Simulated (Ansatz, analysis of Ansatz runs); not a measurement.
# S on a Se site in ZnSe: local vibrational mode against experiment

Subject: S on a Se site in ZnSe. Wanted: its local vibrational mode, in one set-up (LDA, 64-site cell, LDA lattice, 420 eV, k: the single point 1/4 1/4 1/4). The model is a cell of 64 host atoms with 1 Se taken out and 1 S put in. The frequencies come from force constants among the defect atom and its neighbours, with the masses of the isotopes named. A local or semilocal functional is the cheapest first rung.

What was measured. Threefold local mode of S: 297 cm⁻¹, by Infrared reflectivity with Kramers-Kronig analysis (ZnSe with ~1% S) (“Optical Studies of Lattice Vibration in II-VI Semiconducting Compounds”, 1968, M. Balkanski). The calculation is set beside it at the end.

Calculated with Ansatz 0.2.0; plane-wave PAW DFT, LDA; relaxation of all atoms of a defect supercell.

## (1) The starting structure

The cell holds 64 atoms: 32 Zn, 31 Se and 1 S. Its edges and angles: a = 11.135 Å, b = 11.135 Å, c = 11.135 Å, α = 90.0°, β = 90.0°, γ = 90.0°. It derives from ZnSe (space group F-43m). Nearest the centre at fractional (0.375, 0.375, 0.625): S16 at 0.00 Å, Zn57 at 2.41 Å, Zn27 at 2.41 Å, Zn12 at 2.41 Å, Zn42 at 2.41 Å, Se23 at 3.94 Å, Se7 at 3.94 Å, Se6 at 3.94 Å.

The host's primitive cell comes from a first run (plane-wave PAW DFT, LDA; relaxation of the host's cell and atoms): vectors of 3.937, 3.937 and 3.937 Å. That is 21.57 Å³ an atom, 5.2 % under the diffraction cell's volume. The supercell is built on it.

## (2) Relaxation, charge 0

Every later number rests on the structure around the defect, so the atoms are relaxed at the host's lattice first.

File relax/input.yaml:

```yaml
relax:
  f_tol: 0.01
  max_steps: 80
  escape_saddle: false
crystal:
  lattice:
    - [11.1350127, 0.0, 0.0]
    - [0.0, 0.0, -11.1350127]
    - [0.0, 11.1350127, 0.0]
  atoms:
    - { symbol: Zn, position: [0.0, 0.0, 0.0] }
    - { symbol: Zn, position: [0.0, 0.25, 0.25] }
    - { symbol: Zn, position: [0.25, 0.0, 0.25] }
    - { symbol: Zn, position: [0.25, 0.25, 0.0] }
    - { symbol: Se, position: [0.125, 0.125, 0.125] }
    - { symbol: Se, position: [0.125, 0.375, 0.375] }
    - { symbol: Se, position: [0.375, 0.125, 0.375] }
    - { symbol: Se, position: [0.375, 0.375, 0.125] }
    - { symbol: Zn, position: [0.0, 0.0, 0.5] }
    - { symbol: Zn, position: [0.0, 0.25, 0.75] }
    - { symbol: Zn, position: [0.25, 0.0, 0.75] }
    - { symbol: Zn, position: [0.25, 0.25, 0.5] }
    - { symbol: Se, position: [0.125, 0.125, 0.625] }
    - { symbol: Se, position: [0.125, 0.375, 0.875] }
    - { symbol: Se, position: [0.375, 0.125, 0.875] }
    - { symbol: S, position: [0.375, 0.375, 0.625] }
    - { symbol: Zn, position: [0.0, 0.5, 0.0] }
    - { symbol: Zn, position: [0.0, 0.75, 0.25] }
    - { symbol: Zn, position: [0.25, 0.5, 0.25] }
    - { symbol: Zn, position: [0.25, 0.75, 0.0] }
    - { symbol: Se, position: [0.125, 0.625, 0.125] }
    - { symbol: Se, position: [0.125, 0.875, 0.375] }
    - { symbol: Se, position: [0.375, 0.625, 0.375] }
    - { symbol: Se, position: [0.375, 0.875, 0.125] }
    - { symbol: Zn, position: [0.0, 0.5, 0.5] }
    - { symbol: Zn, position: [0.0, 0.75, 0.75] }
    - { symbol: Zn, position: [0.25, 0.5, 0.75] }
    - { symbol: Zn, position: [0.25, 0.75, 0.5] }
    - { symbol: Se, position: [0.125, 0.625, 0.625] }
    - { symbol: Se, position: [0.125, 0.875, 0.875] }
    - { symbol: Se, position: [0.375, 0.625, 0.875] }
    - { symbol: Se, position: [0.375, 0.875, 0.625] }
    - { symbol: Zn, position: [0.5, 0.0, 0.0] }
    - { symbol: Zn, position: [0.5, 0.25, 0.25] }
    - { symbol: Zn, position: [0.75, 0.0, 0.25] }
    - { symbol: Zn, position: [0.75, 0.25, 0.0] }
    - { symbol: Se, position: [0.625, 0.125, 0.125] }
    - { symbol: Se, position: [0.625, 0.375, 0.375] }
    - { symbol: Se, position: [0.875, 0.125, 0.375] }
    - { symbol: Se, position: [0.875, 0.375, 0.125] }
    - { symbol: Zn, position: [0.5, 0.0, 0.5] }
    - { symbol: Zn, position: [0.5, 0.25, 0.75] }
    - { symbol: Zn, position: [0.75, 0.0, 0.75] }
    - { symbol: Zn, position: [0.75, 0.25, 0.5] }
    - { symbol: Se, position: [0.625, 0.125, 0.625] }
    - { symbol: Se, position: [0.625, 0.375, 0.875] }
    - { symbol: Se, position: [0.875, 0.125, 0.875] }
    - { symbol: Se, position: [0.875, 0.375, 0.625] }
    - { symbol: Zn, position: [0.5, 0.5, 0.0] }
    - { symbol: Zn, position: [0.5, 0.75, 0.25] }
    - { symbol: Zn, position: [0.75, 0.5, 0.25] }
    - { symbol: Zn, position: [0.75, 0.75, 0.0] }
    - { symbol: Se, position: [0.625, 0.625, 0.125] }
    - { symbol: Se, position: [0.625, 0.875, 0.375] }
    - { symbol: Se, position: [0.875, 0.625, 0.375] }
    - { symbol: Se, position: [0.875, 0.875, 0.125] }
    - { symbol: Zn, position: [0.5, 0.5, 0.5] }
    - { symbol: Zn, position: [0.5, 0.75, 0.75] }
    - { symbol: Zn, position: [0.75, 0.5, 0.75] }
    - { symbol: Zn, position: [0.75, 0.75, 0.5] }
    - { symbol: Se, position: [0.625, 0.625, 0.625] }
    - { symbol: Se, position: [0.625, 0.875, 0.875] }
    - { symbol: Se, position: [0.875, 0.625, 0.875] }
    - { symbol: Se, position: [0.875, 0.875, 0.625] }
basis:
  ecutwfc: 420
  xc_grid: 2
hamiltonian:
  xc: lda
kpoints:
  mp_grid: { grid: [1, 1, 1], shift: [0.25, 0.25, 0.25] }
scf:
  occupations: { method: fermi_dirac, width: 0.01 }
  max_iter: 120
output:
  forces: true
checkpoint:
  write: "../relax.run"
  compress: false
  write_wavefunctions: true
  write_every: 100000
```

Launch:

```console
$ ansatz run input.yaml --threads 4 --pin off --max-ram 7536MiB --backend cpu --events-out ev --progress --plain --runs-dir out
```

Numbers of over 12 decimals in the logs are rounded to 6 here.

What it wrote:

```text
[... repeated set-up lines and file paths are left out, and long positions are rounded to six places ...]
Engine: ansatz 0.2.0, x86_64-unknown-linux-gnu
Pseudopotentials: kind: paw
Pseudopotential: Zn, paw, valence charge 12, recommended cutoff 420 eV (normal), Zn.paw.azcp
Pseudopotential: Se, paw, valence charge 16, recommended cutoff 420 eV (normal), Se.paw.azcp
Pseudopotential: S, paw, valence charge 6, recommended cutoff 420 eV (normal), S.paw.azcp
Functional definition: SPW92
  exchange = slater_x
  correlation = pw_c
Crystal: 64 atoms, lattice volume = 1380.614 Å³
Basis set: ecut = 420 eV, 27081 PW (Γ), exchange–correlation on 150×150×150 points (8 copies of the dense FFT grid, shifted against one another)
Bands: 532, of which v1, the nominal top of the filled ones, is band 443 counted from 1 (442 counted from 0)
Symmetry: 6 space group operations
k-points: 1
Non-local potential: Zn, projectors of the file, l = 0: 2, l = 1: 2, l = 2: 3, l = 3: 1
Non-local potential: Se, projectors of the file, l = 0: 2, l = 1: 2, l = 2: 3, l = 3: 1
Non-local potential: S, projectors of the file, l = 0: 2, l = 1: 2, l = 2: 2
PAW form: soft (Blöchl's): semilocal exchange-correlation on the pseudo side does not see the compensation charge
PAW frozen core: Zn, regenerated for the run's functional, and the local potential with it (the file was generated under x = pbe(κ = 0.804, μ = 0.219515), c = pbe(β = 0.066725))
PAW frozen core: Se, regenerated for the run's functional, and the local potential with it (the file was generated under x = pbe(κ = 0.804, μ = 0.219515), c = pbe(β = 0.066725))
PAW frozen core: S, regenerated for the run's functional, and the local potential with it (the file was generated under x = pbe(κ = 0.804, μ = 0.219515), c = pbe(β = 0.066725))
PAW one-centre angular grid: Zn, 590 points (default); XC on 64 Gauss nodes
PAW one-centre angular grid: Se, 590 points (default); XC on 64 Gauss nodes
PAW one-centre angular grid: S, 110 points (default); XC on 64 Gauss nodes
Initial density: superposition of atomic densities (neutral atoms: chi_scale 0, normalization atom), corrected by the library's trained network
Initial wavefunctions: pseudopotential atomic-orbital guess
Functional: x = slater, c = lda
SCF iter   1: F=—  HF=-271673.717999 eV  |F-HF|=—  |Δ(HF+E_count)|=         —  Δρ=5.64e-3  dr2=2.68e-1  ethr=1.77e-3  ⟨swp⟩=5.0  Hψ=1943  notcnv=0  defer=31
preconditioner: auto → Resta (q_TF=auto, 2.534 Å⁻¹)  ε∞=5.7  [insulator: Δε(μ)=2.420 eV  Ē_g=11.099 eV  σ=0.010 eV  W_gap=1.00  n_scr=388 (ndim 8)  ℏωp=24.0 eV  f_vac=0.101  D(μ)=0.00/eV (n_scr^D=0)  ε∞_Penn≈5.7]
SCF iter   2: F=—  HF=-271673.645424 eV  |F-HF|=—  |Δ(HF+E_count)|=   7.26e-2  Δρ=2.57e-3  dr2=7.26e-2  ethr=3.02e-5  ⟨swp⟩=2.0  Hψ=873  notcnv=0  defer=84
SCF iter   3: F=—  HF=-271673.635082 eV  |F-HF|=—  |Δ(HF+E_count)|=   1.03e-2  Δρ=1.78e-3  dr2=2.15e-2  ethr=8.20e-6  ⟨swp⟩=2.0  Hψ=710  notcnv=0  defer=84
SCF iter   4: F=—  HF=-271673.627254 eV  |F-HF|=—  |Δ(HF+E_count)|=   7.83e-3  Δρ=3.29e-4  dr2=1.41e-3  ethr=2.42e-6  ⟨swp⟩=2.0  Hψ=709  notcnv=0  defer=84
SCF iter   5: F=—  HF=-271673.626303 eV  |F-HF|=—  |Δ(HF+E_count)|=   9.50e-4  Δρ=1.07e-4  dr2=1.70e-4  ethr=1.59e-7  ⟨swp⟩=2.0  Hψ=683  notcnv=0  defer=84
SCF iter   6: F=—  HF=-271673.626363 eV  |F-HF|=—  |Δ(HF+E_count)|=   5.96e-5  Δρ=2.33e-5  dr2=1.03e-5  ethr=1.92e-8  ⟨swp⟩=2.0  Hψ=698  notcnv=0  defer=84
SCF iter   7: F=—  HF=-271673.626367 eV  |F-HF|=—  |Δ(HF+E_count)|=   3.92e-6  Δρ=2.04e-5  dr2=3.66e-6  ethr=2.82e-10  ⟨swp⟩=5.0  Hψ=2308  notcnv=0
SCF iter   8: F=-271673.626365 eV  HF=-271673.626365 eV  |F-HF|=3.50e-7  |Δ(HF+E_count)|=   1.66e-6  Δρ=6.79e-6  dr2=4.34e-7  ethr=2.82e-10  ⟨swp⟩=5.0  Hψ=1989  notcnv=0
SCF 1 converged in 8 iterations: F = -271673.626365 eV  dr2 = 4.34e-7
  greatest PAW one-centre occupation: 1.000 electrons in one spin orbital (limit 2), on the Se atom at site 45 (counted from 0), in its partial waves of l = 2
relax step   1: F+E_penalty+E_count = -271673.62636498 eV  Δ(F+E_penalty+E_count) = +0.000e0 eV  max|allowed force component| = 3.490e-1 eV/Å  Δτ_max = 0.0000 Å  (8 SCF iters, dr2 threshold 2.50e-6 eV, accepted)
[... the SCF cycles and remarks between the steps are left out from here to the last step ...]
relax step   2: F+E_penalty+E_count = -271673.72069399 eV  Δ(F+E_penalty+E_count) = -9.433e-2 eV  max|allowed force component| = 1.747e-1 eV/Å  Δτ_max = 0.0535 Å  (6 SCF iters, dr2 threshold 7.61e-6 eV, accepted)
relax step   3: F+E_penalty+E_count = -271673.72634428 eV  Δ(F+E_penalty+E_count) = -5.650e-3 eV  max|allowed force component| = 1.277e-1 eV/Å  Δτ_max = 0.0117 Å  (5 SCF iters, dr2 threshold 1.91e-6 eV, accepted)
relax step   4: F+E_penalty+E_count = -271673.74283225 eV  Δ(F+E_penalty+E_count) = -1.649e-2 eV  max|allowed force component| = 1.163e-2 eV/Å  Δτ_max = 0.0328 Å  (6 SCF iters, dr2 threshold 4.09e-6 eV, accepted)
relax step   5: F+E_penalty+E_count = -271673.74283247 eV  Δ(F+E_penalty+E_count) = -2.250e-7 eV  max|allowed force component| = 1.167e-2 eV/Å  Δτ_max = 0.0000 Å  (3 SCF iters, accepted)
SCF iter   1: F=—  HF=-271673.744058 eV  |F-HF|=—  |Δ(HF+E_count)|=         —  Δρ=9.69e-5  dr2=6.99e-5  ethr=8.23e-8  ⟨swp⟩=5.0  Hψ=1179  notcnv=0  defer=84
SCF iter   2: F=—  HF=-271673.742976 eV  |F-HF|=—  |Δ(HF+E_count)|=   1.08e-3  Δρ=4.66e-5  dr2=1.55e-5  ethr=7.89e-9  ⟨swp⟩=2.0  Hψ=770  notcnv=0  defer=84
SCF iter   3: F=—  HF=-271673.742971 eV  |F-HF|=—  |Δ(HF+E_count)|=   5.12e-6  Δρ=1.16e-5  dr2=1.38e-6  ethr=1.75e-9  ⟨swp⟩=2.0  Hψ=860  notcnv=0  defer=84
SCF iter   4: F=—  HF=-271673.742970 eV  |F-HF|=—  |Δ(HF+E_count)|=   5.12e-7  Δρ=4.50e-6  dr2=3.34e-7  ethr=1.55e-10  ⟨swp⟩=2.0  Hψ=704  notcnv=0  defer=84
SCF iter   5: F=-271673.742970 eV  HF=-271673.742970 eV  |F-HF|=2.31e-8  |Δ(HF+E_count)|=   3.91e-8  Δρ=1.25e-6  dr2=4.40e-8  ethr=1.13e-11  ⟨swp⟩=4.0  Hψ=1816  notcnv=0
SCF 6 converged in 5 iterations: F = -271673.742970 eV  dr2 = 4.40e-8
relax step   6: F+E_penalty+E_count = -271673.74297006 eV  Δ(F+E_penalty+E_count) = -1.376e-4 eV  max|allowed force component| = 1.226e-3 eV/Å  Δτ_max = 0.0023 Å  (5 SCF iters, accepted)
NSCF: frozen V_eff on 1 k-points
the band table was solved once a step of the walk had ended and its energy, with any forces and stress, was formed, with the checks that follow a solve (1602 applications of the Hamiltonian). They found nothing against the state; [...]
SCF converged after 5 iterations
Free energy (F): -271673.742970 eV
Harris-Foulkes:  -271673.742970 eV  (|F-HF|=2.31e-8)
Internal energy: -271673.742970 eV  (E = F + TS)
E sigma→0 (E₀):  -271673.742970 eV
Fermi energy:    8.179289 eV
--- Per-component energies (eV) ---
  E_band       = -11738.829433
  E_kinetic    = 8052.483278
  E_local      = -136648.916454  (includes V_loc(G=0)·N_el)
  E_nonlocal   = 1494.614397
  E_hartree    = 63174.338824
  E_xc         = -7663.809433
  E_vxc        = -4879.168566  (∫ρ·V_xc dr)
  E_paw        = -113396.125842  (= ΣΔE_a)
  E_vpaw       = -6106.488820  (= ΣTr[D̂ρ^β])
  E_aug_tail   = -0.030000  (compensation charges beyond the density's cutoff)
  E_ewald      = -86805.017691
  E_core_change = 118.719950  (= ΣΔE_core)
  E_smearing   = -0.000000  (= −TS)
  E_closure    = 0.000000  (closes the sum)
  Σ components = -271673.742970   (vs F -271673.742970, Δ=0.00e0)
--- Forces (eV/Å), atoms counted from 1 ---
  atom   1  Zn    -0.00049325    -0.00029767     0.00049325
  atom   2  Zn    -0.00027855    -0.00027855     0.00025920
  [... 3 atoms left out ...]
  atom   6  Se    -0.00005219    -0.00005219    -0.00024790
  atom   7  Se     0.00024790    -0.00005219     0.00005219
  [... 4 atoms left out ...]
  atom  12  Zn     0.00045460     0.00045460    -0.00045460
  [... 3 atoms left out ...]
  atom  16  S      0.00041972     0.00041972    -0.00041972
  [... 6 atoms left out ...]
  atom  23  Se     0.00069979    -0.00014501    -0.00087197
  [... 3 atoms left out ...]
  atom  27  Zn     0.00000593    -0.00036562     0.00036562
  [... 1 atom left out ...]
  atom  29  Se    -0.00014501     0.00069979    -0.00087197
  [... 8 atoms left out ...]
  atom  38  Se     0.00087197    -0.00014501    -0.00069979
  [... 3 atoms left out ...]
  atom  42  Zn    -0.00036562    -0.00036562    -0.00000593
  [... 14 atoms left out ...]
  atom  57  Zn    -0.00036562     0.00000593     0.00036562
  [... 7 atoms left out ...]
  max |Σ_I F_I| component: 3.94e-6 eV/Å
--- Band table (eV) ---
  k-point 0: bands = ["-40.0404", "-40.0404", "-40.0404", "-40.0342", [... 524 left out ...] "14.1419", "14.1419", "14.1846", "14.3372"]
--- Relaxed structure (6 steps of the walk, 6 accepted, 0 SCFs on fresh bases) ---
  F+E_penalty+E_count = -271673.74297006 eV   max|allowed force component| = 1.226e-3 eV/Å
  atoms:
    - { symbol: Zn, position: [0.000192, 0.000192, 7.865882117517559e-5] }
    - { symbol: Zn, position: [0.000816, 0.250411, 0.250816] }
    [... 3 atoms left out ...]
    - { symbol: Se, position: [0.126365, 0.374637, 0.376365] }
    - { symbol: Se, position: [0.374637, 0.126365, 0.376365] }
    [... 4 atoms left out ...]
    - { symbol: Zn, position: [0.254752, 0.254752, 0.504752] }
    [... 3 atoms left out ...]
    - { symbol: S, position: [0.374804, 0.374804, 0.624804] }
    [... 6 atoms left out ...]
    - { symbol: Se, position: [0.375158, 0.623361, 0.376424] }
    [... 3 atoms left out ...]
    - { symbol: Zn, position: [0.254827, 0.495408, 0.745408] }
    [... 1 atom left out ...]
    - { symbol: Se, position: [0.126424, 0.623361, 0.625158] }
    [... 8 atoms left out ...]
    - { symbol: Se, position: [0.623361, 0.375158, 0.376424] }
    [... 3 atoms left out ...]
    - { symbol: Zn, position: [0.495408, 0.254827, 0.745408] }
    [... 14 atoms left out ...]
    - { symbol: Zn, position: [0.495408, 0.495408, 0.504827] }
    [... 7 atoms left out ...]
```

Wall time 95 s (4 threads of Intel Xeon Platinum 8559C (Emerald Rapids), shared host); peak memory 4.1 GiB.

(Part 1 of 2 ends here.)

[Logs are printed without paths, hosts, clocks, repeated set-up lines and the standing remarks that a program may print on its own settings, such as how far it seeks lower states.]

[Hosts, paths, dates, database ids (printed as entryN), source tags and the programs' standing remarks are cut or masked in the printed files.]

[For some hosts the program warned that the k-mesh of the response run may be too coarse for force constants and the static dielectric constant; such warnings are not shown here.]
